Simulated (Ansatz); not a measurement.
# Decaying states in the gap of Sr4As2Se, part 3 of 3

Aim: relax a made-up compound, Sr4As2Se, and see how good a tunnel barrier it would be. It is built by putting Sr for Ca, Se for O in the Ca4As2O structure of space group I4/mmm, with the volume rescaled by atomic radii. The parent structure comes from the Materials Project.

Ansatz 0.2.0; r2SCAN DFT, plane waves, PAW files (the session's first sound run).

So far, gap on the k-mesh (eV): step 3 (the bulk crystal and its band edges) 0.567.

The structure was built from a prototype and need not be the compound's stable phase.

### Step 4. Decaying states in the gap (continued)

Level of this step: r2SCAN DFT, plane waves, PAW files; complex bands by layer matching along the plane's normal (Ansatz).

K parallel (0.5, 0); values up to 1.5 1/Å, a degenerate pair printed once or twice; energies at which all values exceed this have no row. Table of Im kz of the slowest decaying states by energy, zero at the highest filled level on the SCF mesh:

```
energy (eV)  decay 1 (Å⁻¹)  decay 2 (Å⁻¹)  decay 3 (Å⁻¹)  decay 4 (Å⁻¹)
     -1.000          0.117          0.314          0.467          0.838
     -0.800          0.144          0.271          0.483          0.809
     -0.600          0.125          0.421          0.500          0.778
     -0.400          0.480          0.515          0.744           1.08
     -0.200          0.147          0.518          0.530          0.706
      0.000          0.193          0.547          0.547          0.663
      0.200          0.219          0.565          0.576          0.614
      0.400          0.235          0.564          0.581          0.621
      0.600          0.245          0.518          0.588          0.706
      0.800          0.251          0.477          0.577          0.586
      1.000          0.253          0.439          0.522          0.578
      1.200          0.251          0.400          0.475          0.564
      1.400          0.244          0.361          0.427          0.546
```

At the listed wavevectors the last open channel is at -0.05 eV and the next at +0.60 eV on the grid. At +0.30 eV, the grid energy nearest the filling level (the middle of the gap on the SCF mesh), the slowest state at the listed wavevectors decays with κ = 0.0626 Å⁻¹, its amplitude falling by e over 16 Å. Through 1 nm of this crystal that state's transmission falls by exp(−2 × 0.0626 Å⁻¹ × 10 Å) = 0.29.

### Step 5. Band edges at another level

This step: r2SCAN DFT, plane waves, JTH PAW files (Ansatz 0.2.0).

The edges again with JTH files, at the same atoms.

The input, input.yaml:

```yaml
crystal:
  lattice:
    - [-2.7785677015, 2.7785677015, 8.222275233]
    - [2.7785677015, -2.7785677015, 8.222275233]
    - [2.7785677015, 2.7785677015, -8.222275233]
  atoms:
    - { symbol: Sr, position: [0.6885061909, 0.6885061909, 0.0] }
    - { symbol: Sr, position: [0.3114938091, 0.3114938091, 0.0] }
    - { symbol: Sr, position: [0.0, 0.5, 0.5] }
    - { symbol: Sr, position: [0.5, 0.0, 0.5] }
    - { symbol: As, position: [0.8717192808, 0.8717192808, 0.0] }
    - { symbol: As, position: [0.1282807192, 0.1282807192, 0.0] }
    - { symbol: Se, position: [0.5, 0.5, 0.0] }
kpoints:
  mp_grid: { grid: [8, 8, 8] }
  band_path: { path: [VBM, CBM], npoints: 30 }
scf:
  occupations: { method: fixed }
hamiltonian:
  xc: r2scan
  pseudopotentials: { kind: paw, source: jth }
output:
  eigenvalues: true
```

On the command line:

```console
$ ansatz run input.yaml --threads 2 --pin off --max-ram 4096MiB --backend cpu --events-out ev --progress --plain --runs-dir out
```

Numbers of over 12 decimals in the logs are rounded to 6 here.

The log of the run:

```text
Warning: <dir> the checks of this Sr dataset prove no rule for summing its radial tables, as where they were carried onto another mesh than they were made on, and Gregory's rule is taken, under which a leading mesh point left out moves its sums only by what lay on the interval it spanned. That does not make them correct, and they differ from Quantum ESPRESSO's on this file; a re-export a fraction of a mesh step off can move them. hamiltonian.pseudopotentials.radial_quadrature: simpson_from_first_knot sums it by `pw.x`'s rule; on a PAW file no value gives `pw.x`'s numbers. What more to know: hamiltonian.pseudopotentials.radial_quadrature, in the input reference
Warning: <dir> the checks of this As dataset prove no rule for summing its radial tables, as where they were carried onto another mesh than they were made on, and Gregory's rule is taken, under which a leading mesh point left out moves its sums only by what lay on the interval it spanned. That does not make them correct, and they differ from Quantum ESPRESSO's on this file; a re-export a fraction of a mesh step off can move them. hamiltonian.pseudopotentials.radial_quadrature: simpson_from_first_knot sums it by `pw.x`'s rule; on a PAW file no value gives `pw.x`'s numbers. What more to know: hamiltonian.pseudopotentials.radial_quadrature, in the input reference
Warning: <dir> the checks of this Se dataset prove no rule for summing its radial tables, as where they were carried onto another mesh than they were made on, and Gregory's rule is taken, under which a leading mesh point left out moves its sums only by what lay on the interval it spanned. That does not make them correct, and they differ from Quantum ESPRESSO's on this file; a re-export a fraction of a mesh step off can move them. hamiltonian.pseudopotentials.radial_quadrature: simpson_from_first_knot sums it by `pw.x`'s rule; on a PAW file no value gives `pw.x`'s numbers. What more to know: hamiltonian.pseudopotentials.radial_quadrature, in the input reference
basis.fft_grid_basis auto: the FFT boxes are laid along the combinations [[1, 0, 1], [0, 1, 1], [0, 0, 1]] of the cell's own vectors, 5.557, 5.557 and 9.113 Å long. The dense box has 90×90×135 points. Along the cell's own vectors, as sized, it would have 135×135×135, 2.25 times as many. Of the 16 symmetry operations that the crystal satisfies within crystal.symmetry.tolerance (time reversal apart; of a slab, those th [...]
Engine: ansatz 0.2.0, x86_64-unknown-linux-gnu
Pseudopotentials: kind: paw
Pseudopotential: Sr, paw, valence charge 10, recommended cutoff 690 eV (normal), Sr.paw.azcp
Pseudopotential: As, paw, valence charge 15, recommended cutoff 1350 eV (normal), As.paw.azcp
Pseudopotential: Se, paw, valence charge 6, recommended cutoff 270 eV (normal), Se.paw.azcp
Functional definition: r2SCAN
  parameter k0 = 0.174
  parameter k1 = 0.065
  parameter a1 = 4.9479
  exchange = r2scan_x(k0 = k0, k1 = k1, a1 = a1)
  correlation = r2scan_c
name one with --spill-dir DIR, on a local disk that has 611.2 MiB free on top of a fifth of its size, which is kept free (a 1 TiB disk: 205.40 GiB free)
with nothing else changed it takes a maximum of at least 4.12 GiB, with nothing to spare, and 4.53 GiB leaves up to a tenth: --max-ram 4.53GiB where that set the maximum, else more of the term that did, and with no share typed, where 4.53 GiB is over 0.88 of the host's memory or its container's limit, a share of 0.88 or more that holds the maximum too (--max-ram-frac F), where one does; The budget is ten elevenths of [...]
```

Elapsed: 5.1 s, on 2 threads of AMD EPYC 7R13 (Zen 3), shared host; peak memory 0.42 GiB.

The program refused the input before any cycle.

### Step 6. Results

```json
{"band gap": "0.567 eV", "least decay constant at mid-gap, normal to (001)": "0.0626 Å⁻¹"}
```

What this shows: With r2SCAN, the slowest decay at the wavevectors tried is κ = 0.0626 Å⁻¹, normal to (001). Through such a film the transmission near mid-gap falls as exp(−2κd), a factor of ten every 18 Å. A free electron under a barrier of half the gap would need a mass of 0.053 mₑ to decay at this rate. The compound is made up by substitution; its stability against other phases and against distortions of the cell's symmetry was not tested. r2SCAN still narrows gaps, if less than LDA and GGA do, so real decay constants are likely larger.

[Logs are printed without paths, hosts, clocks, repeated set-up lines and the standing remarks that a program may print on its own settings, such as how far it seeks lower states.]

[Hosts, paths, dates, database ids (printed as entryN), source tags and the programs' standing remarks are cut or masked in the printed files.]
